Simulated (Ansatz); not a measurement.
# MgPd (Pm-3m): phonons and vibrational spectra, part 2 of 2

Wanted: vibrations and spectra of MgPd (Pm-3m); the cell is already relaxed. After the zone centre comes a 4×4×4 q mesh on a 16×16×16 k mesh.

Ansatz 0.2.0; DFT PBEsol, scalar-relativistic, plane waves, PAW; PAW set soft_1.

So far. Step 2 (Linear response at the zone centre): Before it was imposed, the acoustic sum rule was missed by 3.7e-5 eV/Å². Small misses are needed for a sound result but don't prove that mesh and cutoff are converged. The lowest optical mode is real, 248 cm⁻¹.

## (3) Response at finite wavevector

Stability and thermal properties need the whole zone. Linear response on a 4×4×4 q mesh gives force constants as far as a supercell of that size would.

File input.yaml:

```yaml
crystal:
  lattice:
    - [3.141935055, 0.0, 0.0]
    - [0.0, 3.141935055, 0.0]
    - [0.0, 0.0, 3.141935055]
  atoms:
    - { symbol: Mg, position: [0.0, 0.0, 0.0] }
    - { symbol: Pd, position: [0.5, 0.5, 0.5] }
kpoints:
  mp_grid: { grid: [16, 16, 16] }
hamiltonian:
  xc: pbesol
  pseudopotentials: { kind: paw, azcp: { folder: soft_1 }, xc_functional: pbe }
scf:
  occupations: { method: methfessel_paxton, width: 0.2 }
output:
  eigenvalues: true
phonons:
  method: dfpt
  qmesh: [4, 4, 4]
  temperatures: { t_max: 1000, t_step: 50 }
  qpath:
    path:
      - [[0.0, 0.0, 0.0], [0.0, 0.5, 0.0], [0.5, 0.5, 0.0], [0.0, 0.0, 0.0], [0.5, 0.5, 0.5], [0.0, 0.5, 0.0]]
      - [[0.5, 0.5, 0.5], [0.5, 0.5, 0.0]]
    npoints: 10
```

The run is started by

```sh
> ansatz run input.yaml --threads 4 --pin off --max-ram 10240MiB --backend cpu --events-out ev --progress --plain --runs-dir out
```

Numbers of over 12 decimals in the logs are rounded to 6 here.

What it wrote:

```text
[...]
Crystal: 2 atoms, lattice volume = 31.016 Å³
Basis set: ecut = 420 eV, 619 PW (Γ), exchange–correlation on 48×48×48 points (8 copies of the dense FFT grid, shifted against one another)
Bands: 18, of which v1, the nominal top of the filled ones, is band 14 counted from 1 (13 counted from 0)
Symmetry: 48 space group operations
k-points: 165 of 4096
[...]
SCF iter   1: F=—  HF=-8825.723170 eV  |F-HF|=—  |Δ(HF+E_count)|=         —  Δρ=2.69e-1  dr2=3.07e1  ethr=3.10e-3  ⟨swp⟩=5.2  Hψ=14004  notcnv=0
[...]
SCF iter   9: F=-8820.154322 eV  HF=-8820.154322 eV  |F-HF|=1.82e-12  |Δ(HF+E_count)|=  1.64e-11  S|Δr|=    0.00e0  Δρ=4.51e-8  dr2=1.03e-12  ethr=1.00e-12  ⟨swp⟩=5.8  Hψ=13518  notcnv=0
SCF 1 converged in 9 iterations: F = -8820.154322 eV  dr2 = 1.03e-12
[...]
iter 1 solved again at ethr=1.21e-8 eV; its pass at ethr=3.10e-3 eV (dr2=3.40e-6 eV) is discarded
SCF iter   1: F=—  HF=-8820.154321 eV  |F-HF|=—  |Δ(HF+E_count)|=         —  Δρ=9.85e-8  dr2=5.27e-13  ethr=1.21e-8  ⟨swp⟩=3.2  Hψ=22880  notcnv=0
eigensolver tolerance schedule: the retry pair's looser diagonalisation over-reported the residual by 6448798.36 of it (diagonalisation noise at an unbounded share of the residual, at the tolerance the schedule requests for it); recorded, not acted on — ethr = c·dr2/N_el stays at c = 1.0e-1
[...]
SCF iter   2: F=—  HF=-8820.154322 eV  |F-HF|=—  |Δ(HF+E_count)|=   1.25e-6  S|Δr|=    0.00e0  Δρ=8.15e-8  dr2=1.28e-12  ethr=1.00e-12  ⟨swp⟩=6.1  Hψ=12782  notcnv=0
SCF iter   3: F=-8820.154322 eV  HF=-8820.154322 eV  |F-HF|=1.82e-12  |Δ(HF+E_count)|=  1.82e-12  S|Δr|=    0.00e0  Δρ=5.02e-8  dr2=5.43e-13  ethr=1.00e-12  ⟨swp⟩=1.0  Hψ=6607  notcnv=0
SCF 2 converged in 3 iterations: F = -8820.154322 eV  dr2 = 5.43e-13
phonons: the bands overlap, so this run is a metal and interpolates without the dipole-dipole term. If the crystal is really an insulator or semiconductor, its LO-TO splitting is missing
NSCF: frozen V_eff on 165 k-points
WARN: eigensolver did not converge in 9 slots of this pass, the one above among them; of largest residual over every band (k=43): 1 band(s) unlocked (lowest unlocked band 17, counted from 0; max residual 1.05e-3 eV among the unlocked bands, 1.05e-3 eV over every band); of lowest unlocked band (k=37): band 17
[...]
DFPT response loops at q = (0, 0, 0) (fractional): preconditioner auto → Kerker (q_TF=auto, 2.682 Å⁻¹) (partly filled bands, converged f_vac=0.000); β = 1.00, the filter's whole step (`scf.mixing.beta` (0.50) is not read by the response loops under this deck's `scf.mixing.preconditioner`; to damp them name `kerker` or `kerker_dos`, under which they read `scf.mixing.beta`, and type it under 1.00, their step now; both keys bind the ground state too); Broyden in place of MSR1
[...]
SCF converged after 9 iterations
[...]
Free energy (F): -8820.154322 eV
[...]
Internal energy: -8820.155058 eV  (E = F + TS)
E sigma→0 (E₀):  -8820.154506 eV
Entropy (-TS):   0.000737 eV (0.368 meV/atom)
Fermi energy:    13.756156 eV
[...]
--- Band table (eV; the first three rows and the last of 165) ---
  k-point 0: bands = [... 10 lower, 9.5938, 11.6483, 11.6483, 11.6483, 20.8233, 20.8233, 20.8233, 23.6263]
  k-point 1: bands = [... 10 lower, 9.6223, 11.6139, 11.6139, 11.6521, 20.2155, 20.9145, 20.9145, 23.5746]
  k-point 2: bands = [... 10 lower, 9.7041, 11.5185, 11.5185, 11.6630, 19.0248, 21.1793, 21.1793, 23.4268]
  k-point 164: bands = [... 10 lower, 9.4286, 12.4141, 12.4141, 17.1392, 17.1392, 17.1392, 20.1507, 20.9525]
--- Phonons (Γ-DFPT): 2 representative perturbations + reference (Σ response iterations 7) ---
  ASR residual: 2.998e-5 → 0.000e0 eV/Å²; symmetrization residual: 6.499e-6 eV/Å²
  ASR residual per site (eV/Å²): 5.21e-6 3.00e-5
  Γ frequencies (cm⁻¹): 0.00 0.00 0.00 248.43 248.43 248.43
--- Phonons (arbitrary-q DFPT): 10 irreducible q on the 4×4×4 mesh ---
  q = [0.0000, 0.0000, 0.0000] (star 1, of the zone-centre solve; hermiticity 2.89e-6, symmetrization 2.73e-12): -0.00 0.00 0.00 248.43 248.43 248.43
  q = [0.0000, 0.0000, 0.2500] (star 6, 4 solved perturbations in 4032 linear systems a pass and spin channel, the states on 1296 of 4096 k-point pairs; hermiticity 1.54e-6, symmetrization 3.56e-12): 77.72 77.72 94.36 240.51 240.51 279.52
[...]
q = [0.0000, 0.2500, -0.5000] (star 12, 6 solved perturbations on 1296 of 4096 k-point pairs; hermiticity 1.01e-6, symmetrization 1.20e-13): 98.84 99.05 120.67 225.38 267.19 304.65
[...]
sum rule: each row above includes the acoustic sum rule's correction from the zone centre's row sums; it moved no ω² by more than (0.28 cm⁻¹)²
  mesh force constants: q→R imaginary residual 3.00e-18; ASR residual 2.998e-5 → 0.000e0 eV/Å²; symmetrization residual 6.217e-15 eV/Å²
  interpolated dispersion: 62 rows × 6 modes
  density of states and harmonic sums: on the 20×20×20 q-mesh, interpolated from the force constants of a 4×4×4 supercell (no non-analytic term)
  largest difference from the sums on the solved wave vectors: F 1.34e-2 eV, S 1.74e-5 and C_V 4.01e-6 eV/K
  zero-point energy: 0.068336 eV/cell   skipped modes (ω ≤ 0): 3   left out of the sums: 6.25e-5 of the cell's modes: C_V's classical limit lies that fraction below 3 k_B per atom; for a crystal, a wire or a layer, F and S can be off by more, and a phonons.interpolated_qmesh denser along its periods is the remedy for the sampling
```

Elapsed: 9.1 min, on 4 threads of Arm Neoverse V1, shared host; peak memory 2.9 GiB; 35 min of CPU time.

Numbers from this step:

```yaml
sum_rule_residual_before_enforcement: 3.00e-5 eV/Å²
lowest_frequency_on_the_path: 0 cm⁻¹
highest_frequency_on_the_path_or_at_a_solved_wavevector: 320.7 cm⁻¹
mean_frequency: 183.7 cm⁻¹
debye_temperature_second_moment: 377 K
logarithmic_mean_frequency: 161.1 cm⁻¹
lowest_mode_on_the_q_mesh_acoustic_modes_at_gamma_apart: 57.08 cm⁻¹
zero_point_energy_per_atom: 34.17 meV
heat_capacity_at_300_k: 23.11 J/(mol atoms K)
vibrational_entropy_at_300_k: 32.33 J/(mol atoms K)
edges_of_the_widest_gap_between_branches_on_path_and_mesh: 127.3, 219.8 cm⁻¹
```

Frequencies (cm⁻¹) solved at each irreducible wavevector; negative means imaginary. Frequencies by wavevector, by row:

```tsv
q in reciprocal lattice units	star	mode 1	mode 2	mode 3	mode 4	mode 5	mode 6
0 0 0	1	0	0	0	248.4	248.4	248.4
0 0 0.25	6	77.7	77.7	94.4	240.5	240.5	279.5
0 0 -0.5	3	117.6	117.6	127.3	230.6	230.6	320.7
0 0.25 0.25	12	57.1	97.5	119	233.6	271.1	274.9
0 0.25 -0.5	12	98.8	99	120.7	225.4	267.2	304.6
0 -0.5 -0.5	3	77.5	77.5	122.3	219.8	294.6	294.6
0.25 0.25 0.25	8	92.9	92.9	118.6	267.3	267.3	269.1
0.25 0.25 -0.5	12	100.5	106.6	113.9	263.5	264.1	298.5
0.25 -0.5 -0.5	6	105.7	105.7	118.8	260.9	294.8	294.8
-0.5 -0.5 -0.5	1	118.4	118.4	118.4	296.4	296.4	296.4
```

Interpolated from a 4×4×4 q mesh. Phonon branches along the path, in cm⁻¹:

```tsv
point	branch 1	branch 2	branch 3	branch 4	branch 5	branch 6
Γ	0	0	0	248	248	248
halfway	78	78	94	240	240	280
X	118	118	127	231	231	321
halfway	99	99	121	225	267	305
M	78	78	122	220	295	295
halfway	57	98	119	234	271	275
Γ	0	0	0	248	248	248
halfway	93	93	119	267	267	269
R	118	118	118	296	296	296
halfway	100	107	114	264	264	298
X	118	118	127	231	231	321
jump to R	118	118	118	296	296	296
halfway	106	106	119	261	295	295
M	78	78	122	220	295	295
```

The phonon branches as a text plot (rows in cm⁻¹):

```
    314 |      *****                                  ****
    301 |     *     ****                     *********    *******
    287 |    *       ** *****              **    **        *
    274 |   *       *      ***          ***        *        *
    261 |  *       *          **     ***            **       *
    247 |***      *            ******                **
    234 |   *******        ****                        ***    **
    220 |          ********                                     *
    207 |
    194 |
    180 |
    167 |
    154 |
    140 |
    127 |      ***  ******             *                **    ***
    114 |     ******      *****      ** **********************
    100 |   ***    *     **  * *         **        ****      *
     87 |    *      *** *     *     *   *                     **
     73 |   *          ****     *      *                        *
     60 |  *               *** *     **
     47 | **                  * *  *
     33 | *                    * *  *
     20 |*                      ** *
      7 |                        **
         Γ      X      M          Γ            R        X|R     M
```

Tetrahedra on a 20×20×20 mesh, mean over bins of 5 cm-1. Interpolated from a 4×4×4 q mesh. The phonon density of states by wavenumber; read off at these points:

wavenumber (cm⁻¹), phonon density of states (1/cm⁻¹/cell) and a bar:
```
        2      0.000 
       12      0.000 
       22      0.001 
       38      0.003 #
       48      0.005 #
       58      0.007 ##
       68      0.012 ###
       78      0.023 #####
       92      0.039 #########
      102      0.052 ############
      112      0.069 ################
      118      0.128 ##############################
      122      0.034 ########
      132      0.000 
      148      0.000 
      158      0.000 
      168      0.000 
      178      0.000 
      192      0.000 
      202      0.000 
      212      0.000 
      222      0.008 ##
      232      0.036 ########
      248      0.042 ##########
      258      0.031 #######
      268      0.030 #######
      278      0.032 ########
      288      0.041 ##########
      292      0.070 #################
      302      0.017 ####
      312      0.007 ##
      322      0.000
```

Phonopy on the run's constants, 19x19x19 mesh, Gaussian sigma 2.5 cm-1. Interpolated from a 4×4×4 q mesh. The partial phonon density of states by wavenumber; read off at these points; values in 1/cm⁻¹/cell:

```tsv
wavenumber (cm⁻¹)	Mg	Pd
-10.0	0	0
0.0	1.0e-5	5.0e-5
10.0	4.1e-5	2.0e-4
20.0	1.5e-4	7.0e-4
30.0	2.0e-4	9.7e-4
40.0	6.1e-4	0.00312
50.0	8.1e-4	0.00458
60.0	0.00108	0.00682
70.0	0.00166	0.0118
80.0	0.00283	0.0234
90.0	0.00318	0.0320
100.0	0.00342	0.0458
110.0	0.00271	0.0716
117.6	0.00116	0.108
120.0	6.8e-4	0.0873
130.0	3.6e-6	4.2e-4
140.0	0	0
150.0	0	0
160.0	0	0
170.0	0	0
180.0	0	0
190.0	0	0
200.0	0	0
210.0	0	0
220.0	0.00445	1.2e-5
230.0	0.0285	6.5e-4
240.0	0.0377	0.00267
250.0	0.0343	0.00329
260.0	0.0277	0.00235
267.1	0.0313	0.00206
270.0	0.0292	0.00224
278.1	0.0358	0.00226
280.0	0.0321	0.00217
290.0	0.0481	0.00286
293.5	0.0635	0.00375
300.0	0.0261	0.00133
310.0	0.00830	1.8e-4
320.0	0.00161	9.5e-6
330.0	0	0
```

Second derivatives of the energy by pair, one row for each kind of neighbour of each atom listed. Each entry sums the pair over the periodic images of the supercell that the q mesh stands for, and in a polar crystal it holds the long-range dipole part too. Force constants by pair, by row:

```tsv
atom	neighbour	distance (Å)	third of the trace (eV/Å²)	along the pair's line (eV/Å²)
Mg1	itself	0	6.112	–
Mg1	Pd	2.721	-0.5464	-1.701
Mg1	Mg	3.142	-0.2087	-0.7786
Mg1	Mg	4.443	0.0015	-0.0631
Mg1	Pd	5.21	-0.0074	-0.0186
Mg1	Mg	5.442	-0.0602	-0.1578
Mg1	Mg	6.284	0.0096	0.0131
Mg1	Pd	6.848	0.0032	0.0077
Mg1	Mg	7.026	0.0025	0.0055
Pd2	itself	0	5.519	–
Pd2	Mg	2.721	-0.5464	-1.701
Pd2	Pd	3.142	-0.1032	-0.2022
Pd2	Pd	4.443	-0.0505	-0.1566
Pd2	Mg	5.21	-0.0074	-0.0186
Pd2	Pd	5.442	-0.0071	0.0097
Pd2	Pd	6.284	0.0254	0.1329
Pd2	Mg	6.848	0.0032	0.0077
Pd2	Pd	7.026	0.014	0.0107
```

Harmonic thermodynamic functions per atom, from the density of states. Interpolated from a 4×4×4 q mesh. Thermodynamic functions, by row:

```tsv
T (K)	F_vib (meV/atom)	S (J/mol-atom/K)	C_V (J/mol-atom/K)
0	34.17	0	0
50	33.68	3.298	6.932
100	30.07	10.68	14.63
200	12.1	23.31	21.16
300	-16.98	32.33	23.11
400	-54.14	39.09	23.88
500	-97.54	44.47	24.25
600	-146	48.91	24.46
700	-198.7	52.69	24.59
800	-255	55.98	24.67
900	-314.6	58.89	24.73
1000	-377	61.49	24.77
```

Harmonic mean-square displacement, third of the trace. Interpolated from a 4×4×4 q mesh. Mean square displacements, by row:

```tsv
T (K)	Mg1 U_eq (Å²)	Pd2 U_eq (Å²)
0	0.00299	0.00161
100	0.00387	0.00303
300	0.00802	0.00813
600	0.01523	0.01608
```

Symmetry leaves 10 wavevectors to solve. The lowest mode among them, the acoustic zeros apart, lies at q = (0, 0.25, 0.25) and is real, 57.1 cm⁻¹.

## (4) Another isotope, element Mg, natural mass 24.305 amu

An isotope changes the mass and not the force constants, so no new electronic calculation is needed; the shifts show which modes move this element.

The same force constants with the mass of Mg changed from 24.305 to 25.983 u (phonopy, no LO-TO term). Both lists are sorted by frequency; levels can cross, so a row need not hold one and the same mode. Modes under 3 cm⁻¹ are left out. Isotope shifts, by row:

```tsv
q	rank	natural mass (cm⁻¹)	changed mass (cm⁻¹)
0 0 0	4	248.4	241.8
0 0 0	5	248.4	241.8
0 0 0	6	248.4	241.8
0 0 0.25	1	77.72	77.39
0 0 0.25	2	77.72	77.39
0 0 0.25	3	94.36	94.17
0 0 0.25	4	240.5	233.6
0 0 0.25	5	240.5	233.6
0 0 0.25	6	279.5	270.9
0 0 -0.5	1	117.6	117.6
0 0 -0.5	2	117.6	117.6
0 0 -0.5	3	127.3	127.3
0 0 -0.5	4	230.6	223
0 0 -0.5	5	230.6	223
0 0 -0.5	6	320.7	310.2
0 0.25 0.25	1	57.08	56.82
0 0.25 0.25	2	97.52	97.25
0 0.25 0.25	3	119	119
0 0.25 0.25	4	233.6	226.6
0 0.25 0.25	5	271.1	263.5
0 0.25 0.25	6	274.9	265.9
```

A mode of this element alone would shift by -3.28 %. The highest zone-centre frequency without the field goes from 248.4 to 241.8 cm⁻¹ (-2.7 %). The product of the frequency ratios over all optical modes at Γ is 0.922; the product rule, (m/m′)^(3k/2) (M′/M)^(3/2) with k = 1 such atoms and M the mass of the cell, gives 0.922.

## (5) Another isotope, element Pd, natural mass 106.42 amu

The same for Pd, from 106.42 to 109.91 u.

The same force constants with the mass of Pd changed from 106.420 to 109.905 u (phonopy, no LO-TO term). Both lists are sorted by frequency; levels can cross, so a row need not hold one and the same mode. Modes under 3 cm⁻¹ are left out. Isotope shifts, by row:

```tsv
q	rank	natural mass (cm⁻¹)	changed mass (cm⁻¹)
0 0 0	4	248.4	247.7
0 0 0	5	248.4	247.7
0 0 0	6	248.4	247.7
0 0 0.25	1	77.72	76.63
0 0 0.25	2	77.72	76.63
0 0 0.25	3	94.36	92.94
0 0 0.25	4	240.5	240
0 0 0.25	5	240.5	240
0 0 0.25	6	279.5	279.3
0 0 -0.5	1	117.6	115.7
0 0 -0.5	2	117.6	115.7
0 0 -0.5	3	127.3	125.2
0 0 -0.5	4	230.6	230.6
0 0 -0.5	5	230.6	230.6
0 0 -0.5	6	320.7	320.7
0 0.25 0.25	1	57.08	56.29
0 0.25 0.25	2	97.52	96.08
0 0.25 0.25	3	119	117.1
0 0.25 0.25	4	233.6	233.3
0 0.25 0.25	5	271.1	270.6
0 0.25 0.25	6	274.9	274.9
```

A mode of this element alone would shift by -1.60 %. The highest zone-centre frequency without the field goes from 248.4 to 247.7 cm⁻¹ (-0.3 %). The product of the frequency ratios over all optical modes at Γ is 0.991; the product rule, (m/m′)^(3k/2) (M′/M)^(3/2) with k = 1 such atoms and M the mass of the cell, gives 0.991.

## (6) Results

- space group (within 0.01 Å): Pm-3m
- volume per atom: 15.5 Å³
- electronic character: no gap on this mesh
- highest optical mode at the zone centre (no LO-TO term): 248 cm⁻¹
- lowest optical zone-centre mode: 248 cm⁻¹
- lowest mode on the q mesh (acoustic modes at Γ apart): 57.1 cm⁻¹
- highest frequency on the path or at a solved wavevector: 321 cm⁻¹
- zero-point energy per atom: 34.2 meV
- heat capacity at 300 K: 23.1 J/(mol atoms K)
- vibrational entropy at 300 K: 32.3 J/(mol atoms K)
- Debye temperature (second moment): 377 K
- imaginary modes on the 4×4×4 q mesh: none

What this shows: The structure is a minimum as far as tested: no mode is imaginary at the 10 irreducible wavevectors of the 4×4×4 mesh, and the softest away from the acoustic zeros lies at 57 cm⁻¹. The optical modes at Γ form one degenerate level at 248 cm⁻¹. The highest mode in this list at Γ, 248.4 cm⁻¹, is mostly motion of Mg (81 % of the kinetic energy). On the path and the mesh, the widest gap between branches runs from 127 to 220 cm⁻¹. With no gap, or one that is small against the smearing, the frequencies hang on the k mesh and the smearing, most of all near Kohn anomalies. The PAW files were made for PBE and serve the other functionals too. A phonon run warned that its eigensolver left some bands unconverged in a pass. These are harmonic frequencies at zero temperature: anharmonic shifts, linewidths and thermal expansion are left out.

[Logs are printed without paths, hosts, clocks, repeated set-up lines and the standing remarks that a program may print on its own settings, such as how far it seeks lower states.]

[Hosts, paths, dates, database ids (printed as entryN), source tags and the programs' standing remarks are cut or masked in the printed files.]
